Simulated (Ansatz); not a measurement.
# Na on Fe(100): change of the work function, part 4 of 6

Wanted: Δφ(θ) for Na/Fe(100), starting from the hollow site.

Ansatz 0.2.0; plane-wave DFT, PBE, Ansatz PAW.

So far, work function, upper face (eV): step 2 (the clean slab) 3.86; step 3 (21 atoms, coverage 0.25 ML, cell 2x2) 2.24; step 4 (22 atoms, coverage 0.5 ML, cell 2x2) 2.43.

**6. The slab at 0.25 ML, atoms frozen**

This step: plane-wave DFT, PBE, Ansatz PAW (Ansatz 0.2.0).

System of this step: Na/Fe(100). The cell holds 21 atoms: 20 Fe and 1 Na. Cell: a = 5.740 Å, b = 5.740 Å, c = 26.017 Å, α = 90.0°, β = 90.0°, γ = 90.0°. Vacuum lies along c.

To see where the charge goes, the covered slab, the bare substrate and the adsorbate layer are each run at the same frozen positions and on the same grid.

Input file input.yaml:

```yaml
crystal:
  lattice:
    - [5.74, 0.0, 0.0]
    - [0.0, 5.74, 0.0]
    - [0.0, 0.0, 26.0171609373]
  atoms:
    - { symbol: Fe, position: [0.0, 0.0, 0.3459255228], spin: 2.5 }
    - { symbol: Fe, position: [0.25, 0.25, 0.4010814257], spin: 2.5 }
    - { symbol: Fe, position: [0.0009380078, 0.0009380078, 0.4556321108], spin: 2.5 }
    - { symbol: Fe, position: [0.25, 0.25, 0.5121284966], spin: 2.5 }
    - { symbol: Fe, position: [-0.0041659731, -0.0041659731, 0.5624691701], spin: 2.5 }
    - { symbol: Fe, position: [0.0, 0.5, 0.3459255228], spin: 2.5 }
    - { symbol: Fe, position: [0.25, 0.75, 0.4010814257], spin: 2.5 }
    - { symbol: Fe, position: [0.0009380078, 0.4990619922, 0.4556321108], spin: 2.5 }
    - { symbol: Fe, position: [0.25, 0.75, 0.5107383226], spin: 2.5 }
    - { symbol: Fe, position: [-0.0041659731, 0.5041659731, 0.5624691701], spin: 2.5 }
    - { symbol: Fe, position: [0.5, 0.0, 0.3459255228], spin: 2.5 }
    - { symbol: Fe, position: [0.75, 0.25, 0.4010814257], spin: 2.5 }
    - { symbol: Fe, position: [0.4990619922, 0.0009380078, 0.4556321108], spin: 2.5 }
    - { symbol: Fe, position: [0.75, 0.25, 0.5107383226], spin: 2.5 }
    - { symbol: Fe, position: [0.5041659731, -0.0041659731, 0.5624691701], spin: 2.5 }
    - { symbol: Fe, position: [0.5, 0.5, 0.3459255228], spin: 2.5 }
    - { symbol: Fe, position: [0.75, 0.75, 0.4010814257], spin: 2.5 }
    - { symbol: Fe, position: [0.4990619922, 0.4990619922, 0.4556321108], spin: 2.5 }
    - { symbol: Fe, position: [0.75, 0.75, 0.5098949043], spin: 2.5 }
    - { symbol: Fe, position: [0.5041659731, 0.5041659731, 0.5624691701], spin: 2.5 }
    - { symbol: Na, position: [0.25, 0.25, 0.6507448865] }
magnetization:
  spin_polarized: true
kpoints:
  mp_grid: { grid: [5, 5, 1] }
hamiltonian:
  xc: pbe
scf:
  occupations: { method: fermi_dirac, width: 0.1 }
  convergence: { dr2_threshold: 1.0e-08 }
efield:
  axis: 3
  dipole_correction: true
  ramp_position: 0.97
  ramp_width: 0.06
output:
  write_potential: true
  write_density: true
  volumetric_format: npy
```

Launch:

```sh
$ ansatz run input.yaml --threads 4 --pin off --max-ram 12288MiB --backend cpu --events-out ev --progress --plain --runs-dir out
```

Numbers of over 12 decimals in the logs are rounded to 6 here.

The program printed:

```text
[...]
Crystal: 21 atoms, lattice volume = 857.203 Å³
Basis set: ecut = 420 eV, 16859 PW (Γ)
Bands: 228, of which v1, the nominal top of the filled ones, is band 165 counted from 1 (164 counted from 0)
Symmetry: 8 space group operations
k-points: 6 of 25
[...]
Starting moments: Σ|m| = 50 μB on 20 of 21 sites
[...]
SCF iter   1: F=—  HF=-91086.318712 eV  |F-HF|=—  |Δ(HF+E_count)|=         —  Δρ=5.34e-2 (↑3.06e-2 ↓5.34e-2)  dr2=6.93e1  dr2_m=1.16e1  M=52.667 μB ∫|m|=53.230 μB  β_m=1.00  ethr=3.10e-3  p=0.000 e·Å  D=4.13e-7 V/Å  ΔV_dip=-0.00 eV  dr2_dipole=2.63e-1  V_vac-E_F(+/−)=7.22/7.22 eV  ⟨swp⟩=8.9  Hψ=13824  notcnv=0  defer=153
[...]
SCF iter  16: F=-91086.397422 eV  HF=-91086.397422 eV  |F-HF|=6.74e-9  |Δ(HF+E_count)|=    0.00e0  Δρ=5.26e-7 (↑2.90e-7 ↓5.26e-7)  dr2=6.57e-9  dr2_m=3.09e-10  M=52.259 μB ∫|m|=54.706 μB  ethr=2.42e-12  p=0.292 e·Å  D=6.15e-2 V/Å  ΔV_dip=-1.60 eV  dr2_dipole=8.37e-10  V_vac-E_F(+/−)=2.24/3.84 eV  ⟨swp⟩=14.9  Hψ=14008  notcnv=0
SCF 1 converged in 16 iterations: F = -91086.397422 eV  dr2 = 6.57e-9
[...]
SCF converged after 16 iterations
Magnetization: 52.2587 μB (190.6294 up, 138.3706 down)
Absolute magnetization: 54.7085 μB (∫|ρ↑−ρ↓|, with the PAW one-centre terms)
[...]
Per-site moments (μB) at R_I (Å): [(2.971008, 1.025266), (2.376008, 1.018957), (2.489652, 1.018957), (2.345556, 1.008073), (2.840954, 0.997986), (2.971008, 1.025266), (2.382589, 1.021534), (2.489652, 1.018957), (2.306668, 1.004589), (2.840954, 0.997986), (2.971008, 1.025266), (2.382589, 1.021534), (2.489652, 1.018957), (2.306668, 1.004589), (2.840954, 0.997986), (2.971008, 1.025266), (2.389780, 1.024105), (2.489652, 1.018957), (2.260874, 0.997986), (2.840954, 0.997986), (-0.024566, 1.273524)]
Free energy (F): -91086.397422 eV
[...]
Internal energy: -91085.632495 eV  (E = F + TS)
E sigma→0 (E₀):  -91086.014959 eV
Entropy (-TS):   -0.764927 eV (-36.425 meV/atom)
Fermi energy:    2.979008 eV
Dipole field:    D = 0.061523 V/Å  (p = 0.291447 e·Å, saw-weighted, corrected)
Work function:   Φ+ = 2.2402 eV   Φ− = 3.8409 eV
[...]
--- Band table (eV; the first three rows and the last of 12) ---
  k-point 0 ↑: bands = [... 161 lower, 1.6352, 1.6764, 1.6865, 1.7344, 1.7344, 1.8686, 1.9069, 1.9452, ... 59 higher]
  k-point 1 ↑: bands = [... 161 lower, 1.6719, 1.6883, 1.6990, 1.7160, 1.8014, 1.8429, 1.8432, 1.8902, ... 59 higher]
  k-point 2 ↑: bands = [... 161 lower, 1.6056, 1.6189, 1.6356, 1.6593, 1.6918, 1.7268, 1.7438, 1.7918, ... 59 higher]
  k-point 5 ↓: bands = [... 161 lower, 4.3669, 4.3702, 4.4129, 4.4409, 4.4501, 4.4595, 4.4627, 4.5514, ... 59 higher]
```

Wall time 3.8 min (4 threads of Arm Neoverse V1, shared host); peak memory 4.9 GiB.

Reading the cycles: dr2 is the Hartree energy of the density residual (eV), the measure of convergence; HF is the Harris–Foulkes estimate of the energy, which meets the free energy F at convergence.

Numbers from this step:

| Quantity | Value |
| --- | --- |
| energy at zero smearing | -91086.0150 eV |
| total moment | 52.26 μB |
| work function, upper face | 2.240 eV |
| work function, lower face | 3.841 eV |
| dipole along the normal | 0.2914 e·Å |
| step between the vacuum levels | -1.601 eV |

The work function of the upper face is 2.24 eV.

**7. The substrate of the 0.25 ML cell alone**

System of this step: Na/Fe(100), substrate alone, atoms held. The cell holds 20 atoms: 20 Fe. Its edges and angles: a = 5.740 Å, b = 5.740 Å, c = 26.017 Å, α = 90.0°, β = 90.0°, γ = 90.0°. Vacuum lies along c.

The second part, atoms unmoved.

Input file input.yaml:

```yaml
crystal:
  lattice:
    - [5.74, 0.0, 0.0]
    - [0.0, 5.74, 0.0]
    - [0.0, 0.0, 26.0171609373]
  atoms:
    - { symbol: Fe, position: [0.0, 0.0, 0.3459255228], spin: 2.97 }
    - { symbol: Fe, position: [0.25, 0.25, 0.4010814257], spin: 2.38 }
    - { symbol: Fe, position: [0.0009380078, 0.0009380078, 0.4556321108], spin: 2.49 }
    - { symbol: Fe, position: [0.25, 0.25, 0.5121284966], spin: 2.35 }
    - { symbol: Fe, position: [-0.0041659731, -0.0041659731, 0.5624691701], spin: 2.84 }
    - { symbol: Fe, position: [0.0, 0.5, 0.3459255228], spin: 2.97 }
    - { symbol: Fe, position: [0.25, 0.75, 0.4010814257], spin: 2.38 }
    - { symbol: Fe, position: [0.0009380078, 0.4990619922, 0.4556321108], spin: 2.49 }
    - { symbol: Fe, position: [0.25, 0.75, 0.5107383226], spin: 2.31 }
    - { symbol: Fe, position: [-0.0041659731, 0.5041659731, 0.5624691701], spin: 2.84 }
    - { symbol: Fe, position: [0.5, 0.0, 0.3459255228], spin: 2.97 }
    - { symbol: Fe, position: [0.75, 0.25, 0.4010814257], spin: 2.38 }
    - { symbol: Fe, position: [0.4990619922, 0.0009380078, 0.4556321108], spin: 2.49 }
    - { symbol: Fe, position: [0.75, 0.25, 0.5107383226], spin: 2.31 }
    - { symbol: Fe, position: [0.5041659731, -0.0041659731, 0.5624691701], spin: 2.84 }
    - { symbol: Fe, position: [0.5, 0.5, 0.3459255228], spin: 2.97 }
    - { symbol: Fe, position: [0.75, 0.75, 0.4010814257], spin: 2.39 }
    - { symbol: Fe, position: [0.4990619922, 0.4990619922, 0.4556321108], spin: 2.49 }
    - { symbol: Fe, position: [0.75, 0.75, 0.5098949043], spin: 2.26 }
    - { symbol: Fe, position: [0.5041659731, 0.5041659731, 0.5624691701], spin: 2.84 }
magnetization:
  spin_polarized: true
kpoints:
  mp_grid: { grid: [5, 5, 1] }
hamiltonian:
  xc: pbe
scf:
  occupations: { method: fermi_dirac, width: 0.1 }
  convergence: { dr2_threshold: 1.0e-08 }
efield:
  axis: 3
  dipole_correction: true
  ramp_position: 0.97
  ramp_width: 0.06
output:
  write_potential: true
  write_density: true
  volumetric_format: npy
```

The program printed:

```text
[...]
Crystal: 20 atoms, lattice volume = 857.203 Å³
Basis set: ecut = 420 eV, 16859 PW (Γ)
Bands: 224, of which v1, the nominal top of the filled ones, is band 160 counted from 1 (159 counted from 0)
Symmetry: 8 space group operations
k-points: 6 of 25
[...]
Starting moments: Σ|m| = 51.96 μB on 20 of 20 sites
[...]
SCF iter   1: F=—  HF=-89598.389954 eV  |F-HF|=—  |Δ(HF+E_count)|=         —  Δρ=4.57e-2 (↑1.93e-2 ↓4.57e-2)  dr2=6.02e1  dr2_m=6.02e0  M=52.933 μB ∫|m|=53.492 μB  β_m=1.00  ethr=3.10e-3  p=0.000 e·Å  D=4.50e-7 V/Å  ΔV_dip=-0.00 eV  dr2_dipole=1.67e-1  V_vac-E_F(+/−)=7.27/7.27 eV  ⟨swp⟩=9.2  Hψ=14006  notcnv=0  defer=144
[...]
SCF iter  16: F=-89599.596412 eV  HF=-89599.596412 eV  |F-HF|=1.80e-9  |Δ(HF+E_count)|=    0.00e0  Δρ=2.40e-7 (↑1.72e-7 ↓2.40e-7)  dr2=1.56e-9  dr2_m=3.69e-11  M=52.860 μB ∫|m|=55.078 μB  ethr=1.00e-12  p=-0.005 e·Å  D=-1.12e-3 V/Å  ΔV_dip=0.03 eV  dr2_dipole=1.04e-10  V_vac-E_F(+/−)=3.86/3.83 eV  ⟨swp⟩=14.6  Hψ=13668  notcnv=0
SCF 1 converged in 16 iterations: F = -89599.596412 eV  dr2 = 1.56e-9
[...]
SCF converged after 16 iterations
Magnetization: 52.8595 μB (186.4298 up, 133.5702 down)
Absolute magnetization: 55.0797 μB (∫|ρ↑−ρ↓|, with the PAW one-centre terms)
[...]
Per-site moments (μB) at R_I (Å): [(2.971147, 1.025266), (2.371208, 1.018957), (2.500912, 1.018957), (2.336506, 1.008073), (2.910860, 0.997986), (2.971147, 1.025266), (2.379462, 1.021534), (2.500912, 1.018957), (2.304981, 1.004589), (2.910860, 0.997986), (2.971147, 1.025266), (2.379462, 1.021534), (2.500912, 1.018957), (2.304981, 1.004589), (2.910860, 0.997986), (2.971147, 1.025266), (2.388179, 1.024105), (2.500912, 1.018957), (2.272347, 0.997986), (2.910860, 0.997986)]
Free energy (F): -89599.596412 eV
[...]
Internal energy: -89598.859126 eV  (E = F + TS)
E sigma→0 (E₀):  -89599.227769 eV
Entropy (-TS):   -0.737285 eV (-36.864 meV/atom)
Fermi energy:    2.243447 eV
Dipole field:    D = -0.001129 V/Å  (p = -0.005348 e·Å, saw-weighted, corrected)
Work function:   Φ+ = 3.8601 eV   Φ− = 3.8307 eV
[...]
--- Band table (eV; the first three rows and the last of 12) ---
  k-point 0 ↑: bands = [... 156 lower, 0.8822, 0.8822, 0.9430, 0.9490, 0.9865, 0.9865, 1.1291, 1.1720, ... 60 higher]
  k-point 1 ↑: bands = [... 156 lower, 0.8886, 0.9264, 0.9410, 0.9629, 0.9672, 1.0666, 1.1027, 1.1037, ... 60 higher]
  k-point 2 ↑: bands = [... 156 lower, 0.8349, 0.8583, 0.8695, 0.8786, 0.9115, 0.9438, 0.9820, 1.0104, ... 60 higher]
  k-point 5 ↓: bands = [... 156 lower, 3.6215, 3.6333, 3.6339, 3.6766, 3.7110, 3.7150, 3.7440, 3.7441, ... 60 higher]
```

Run time: 3.6 min. Hardware: 4 threads; peak memory 4.8 GiB.

Numbers from this step:

```
energy at zero smearing        : -89599.2278 eV
total moment                   : 52.86 μB
work function, upper face      : 3.860 eV
work function, lower face      : 3.831 eV
dipole along the normal        : -0.005348 e·Å
step between the vacuum levels : 0.02937 eV
```

Site moment by atom:

```tsv
atom	site moment (μB)
Fe1	2.97
Fe2	2.37
Fe3	2.50
Fe4	2.34
Fe5	2.91
Fe6	2.97
Fe7	2.38
Fe8	2.50
Fe9	2.30
Fe10	2.91
Fe11	2.97
Fe12	2.38
Fe13	2.50
Fe14	2.30
Fe15	2.91
Fe16	2.97
Fe17	2.39
Fe18	2.50
Fe19	2.27
Fe20	2.91
```

The work function of the upper face is 3.86 eV.

**8. The adsorbate layer of the 0.25 ML cell alone**

System of this step: Na/Fe(100), adsorbate layer alone, atoms held. The cell holds 1 atom: 1 Na. Its edges and angles: a = 5.740 Å, b = 5.740 Å, c = 26.017 Å, α = 90.0°, β = 90.0°, γ = 90.0°. Vacuum lies along c.

The third part; a free layer of atoms may carry a moment, so spin is on.

input.yaml, the sections that differ from step 7:

```yaml
crystal:
  lattice:
    - [5.74, 0.0, 0.0]
    - [0.0, 5.74, 0.0]
    - [0.0, 0.0, 26.0171609373]
  atoms:
    - { symbol: Na, position: [0.25, 0.25, 0.6507448865], spin: 1.0 }
# magnetization, kpoints, hamiltonian, scf, efield, output: as in step 7
```

The program printed:

```text
[...]
Crystal: 1 atoms, lattice volume = 857.203 Å³
Basis set: ecut = 420 eV, 16859 PW (Γ)
Bands: 9, of which v1, the nominal top of the filled ones, is band 5 counted from 1 (4 counted from 0)
Symmetry: 8 space group operations
k-points: 6 of 25
[...]
Starting moments: Σ|m| = 1 μB on 1 of 1 site
[...]
SCF iter   8: F=—  HF=-1485.468117 eV  |F-HF|=—  |Δ(HF+E_count)|=   3.25e-3  Δρ=1.38e-3 (↑1.37e-3 ↓1.38e-3)  dr2=7.46e-8  dr2_m=1.49e-2  M=0.077 μB ∫|m|=0.077 μB  β_m=0.53  ethr=3.00e-8  p=0.000 e·Å  D=1.92e-6 V/Å  ΔV_dip=-0.00 eV  dr2_dipole=1.12e-11  V_vac-E_F(+/−)=2.86/2.86 eV  ⟨swp⟩=2.4  Hψ=197  notcnv=0
[...]
spin-set hold released at iteration 8 (site moments contracting): the magnetisation degrees of freedom join the quasi-Newton model from the next iteration; the mixer history was flushed
SCF iter   9: F=—  HF=-1485.469879 eV  |F-HF|=—  |Δ(HF+E_count)|=   1.76e-3  Δρ=6.65e-4 (↑6.64e-4 ↓6.65e-4)  dr2=1.33e-8  dr2_m=3.47e-3  M=0.066 μB ∫|m|=0.066 μB  β_m=1.20  ethr=8.29e-10  p=0.000 e·Å  D=1.26e-6 V/Å  ΔV_dip=-0.00 eV  dr2_dipole=3.56e-13  V_vac-E_F(+/−)=2.86/2.86 eV  ⟨swp⟩=3.3  Hψ=238  notcnv=0  κ⁻¹=1.0e0(r=1)
density mixer auto → broyden: no gap read (density of states about μ 0.97 of a free-electron gas's, 30 screened modes)
SCF iter  10: F=—  HF=-1485.470878 eV  |F-HF|=—  |Δ(HF+E_count)|=   9.98e-4  Δρ=2.55e-5 (↑2.55e-5 ↓2.47e-5)  dr2=8.40e-8  dr2_m=4.96e-6  M=0.038 μB ∫|m|=0.038 μB  β_m=1.15  ethr=1.11e-10  p=0.000 e·Å  D=1.04e-6 V/Å  ΔV_dip=-0.00 eV  dr2_dipole=6.25e-13  V_vac-E_F(+/−)=2.86/2.86 eV  ⟨swp⟩=10.4  Hψ=702  notcnv=0  κ⁻¹=2.5e-4(r=2)
[...]
SCF iter  15: F=-1485.471931 eV  HF=-1485.471931 eV  |F-HF|=1.01e-9  |Δ(HF+E_count)|=   7.52e-8  Δρ=4.84e-8 (↑1.70e-8 ↓4.84e-8)  dr2=4.42e-11  dr2_m=4.37e-12  M=-0.000 μB ∫|m|=0.000 μB  ethr=5.37e-12  p=0.000 e·Å  D=1.36e-6 V/Å  ΔV_dip=-0.00 eV  dr2_dipole=4.35e-15  V_vac-E_F(+/−)=2.86/2.86 eV  ⟨swp⟩=4.2  Hψ=449  notcnv=0
SCF 1 converged in 15 iterations: F = -1485.471931 eV  dr2 = 4.42e-11
[...]
WARN: the starting moments were not kept: the SCF closed with an absolute magnetisation of 1.4e-5 μB, where they sum to 1 μB in size (1 site). That is at most 0.1 of that sum. Measured as dr2_m measures the in/out step, that magnetisation stands 2.5e-11 eV from none, at or under the dr2_threshold of 1.0e-8 eV: it is no larger than a step whose dr2_m would equal this threshold. The system may hold no moment; this SCF  [...]
[...]
this state was not tested for a lower state beside it, because the mixer in use, unlike msr1, does not test its closes by its own steps (another_mixer; see scf.mixing.algorithm and scf.lower_state_search)
SCF converged after 15 iterations
Magnetization: -0.0000 μB (4.5000 up, 4.5000 down)
Absolute magnetization: 0.0000 μB (∫|ρ↑−ρ↓|, with the PAW one-centre terms)
[...]
Per-site moments (μB) at R_I (Å): [(-9.248546055414097e-6, 2.36775)]
Free energy (F): -1485.471931 eV
[...]
Internal energy: -1485.408822 eV  (E = F + TS)
E sigma→0 (E₀):  -1485.440376 eV
Entropy (-TS):   -0.063109 eV (-63.109 meV/atom)
Fermi energy:    -2.598689 eV
Dipole field:    D = 0.000001 V/Å  (p = 0.000007 e·Å, saw-weighted, corrected)
Work function:   Φ+ = 2.8582 eV   Φ− = 2.8583 eV
[...]
--- Band table (eV; the first three rows and the last of 12) ---
[...]
```

The job ended after 5.6 s (4 threads; peak memory 0.85 GiB; 21 s of CPU time).

This step gave:

```
energy at zero smearing   : -1485.4404 eV
work function, upper face : 2.858 eV
dipole along the normal   : 6.67e-6 e·Å
```

At this spacing and smearing the free layer keeps no moment.

**9. Density difference at 0.25 ML**

This step: plane-wave DFT, PBE, Ansatz PAW; density difference on adsorption (Ansatz 0.2.0).

The densities of the parts are taken from that of the whole and averaged over planes; the first moment of what is left gives the step in the potential.

Numbers from this step:

| Property | Result |
| --- | --- |
| largest charge moved | 0.005536 e/Å² |
| potential step from the moved charge | -1.630 eV |

Planar mean, whole system less its parts. The electron density difference by z:

```tsv
z (Å)	electron density difference (e/Å³)
4	5.9e-7
5	2.8e-6
6	1.3e-5
7	3.0e-5
8	-8.0e-5
9	5.1e-5
10	-2.3e-5
11	-7.7e-5
12	2.2e-4
13	-4.9e-4
14	-5.8e-4
15	-0.00314
16	0.00771
17	-2.6e-4
18	-0.00310
19	-0.00152
20	-3.7e-4
21	-6.9e-5
22	-1.1e-5
23	-1.8e-6
24	-7.0e-8
```

Planar mean, whole system less its parts. Electrons moved below z against z:

```tsv
z (Å)	electrons moved below z (e/Å²)
4	2.8e-7
5	1.8e-6
6	9.3e-6
7	3.3e-5
8	2.1e-5
9	-2.1e-5
10	4.0e-5
11	-5.1e-5
12	2.5e-5
13	-1.4e-4
14	-5.2e-4
15	-0.00310
16	0.00263
17	0.00548
18	0.00328
19	9.5e-4
20	1.9e-4
21	3.3e-5
22	4.8e-6
23	4.4e-7
```

(Continued in part 5 of 6.)

[Logs are printed without paths, hosts, clocks, repeated set-up lines and the standing remarks that a program may print on its own settings, such as how far it seeks lower states.]

[Hosts, paths, dates, database ids (printed as entryN), source tags and the programs' standing remarks are cut or masked in the printed files.]

[Maps of the electrostatic potential energy from Ansatz leave out the sawtooth potential of an applied field or a dipole correction, so their vacuum need not be flat; planar profiles and work functions include it.]
